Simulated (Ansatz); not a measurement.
Consider K2VCl6 (started from the K2PtCl6 type) (Fm-3m).

The structure was built from a prototype and need not be the compound's stable phase.

The structure is cubic, space group Fm-3m (No. 225). Conventional cell: a = 9.306 Å, b = 9.306 Å, c = 9.306 Å, α = 90.00°, β = 90.00°, γ = 90.00°. K has 12 Cl at 3.29 Å nearest. V has 6 Cl at 2.27 Å nearest. Nearest to Cl lie 1 V at 2.27 Å and 4 K at 3.29 Å. Farther neighbours and most contacts between anions are not listed.

```yaml
crystal:
  lattice:
    - [4.65284, 0.00000, 4.65284]
    - [4.65284, 4.65284, 0.00000]
    - [0.00000, 4.65284, 4.65284]
  atoms:
    - { symbol: K, position: [0.25000, 0.25000, 0.25000] }
    - { symbol: K, position: [0.75000, 0.75000, 0.75000] }
    - { symbol: V, position: [0.00000, 0.00000, 0.00000] }
    - { symbol: Cl, position: [0.24390, 0.24390, 0.75610] }
    - { symbol: Cl, position: [0.75610, 0.75610, 0.24390] }
    - { symbol: Cl, position: [0.24390, 0.75610, 0.24390] }
    - { symbol: Cl, position: [0.75610, 0.24390, 0.75610] }
    - { symbol: Cl, position: [0.75610, 0.24390, 0.24390] }
    - { symbol: Cl, position: [0.24390, 0.75610, 0.75610] }
```

The structure was relaxed with LDA. The structure type comes from a generator and need not be one that this composition takes. The structure was generated from a model, not taken from a measurement. The runs that relaxed it are not among those shown. The program's search for lower electronic states was switched off, so nothing shows that the state found is the lowest. PAW set soft_2, made with PBE.

A constrained-RPA run (Ansatz 0.2.0; non-magnetic LDA; V t2g, bands v1 to c2, 2×2×2 mesh, medium accuracy) builds 3 functions on bands 0.57 eV wide, with 1.0 electrons in the window. The bare on-site interaction is 15.2 eV and the bare J 0.52 eV.

**Question.** Estimate U, U′ and J.

On the V t2g shell, U = 3.34 eV (22 % of the bare value), U′ = 2.53 eV, J = 0.37 eV.

The parent state is non-magnetic and the interaction static (zero frequency); U depends on the window and the orbitals, so it belongs to this model alone. Coarse meshes can leave U off its limit, most where the target bands are metallic.

[Paths, hosts, dates, memory and timing lines, banners, echoed tables and standing remarks are left out of the program output.]

[Logs are printed without paths, hosts, clocks, repeated set-up lines and the standing remarks that a program may print on its own settings, such as how far it seeks lower states.]

[Runs of the session that timed out or met a known fault of the program may be left out.]

[Hosts, paths, dates, database ids (printed as entryN), source tags and the programs' standing remarks are cut or masked in the printed files.]
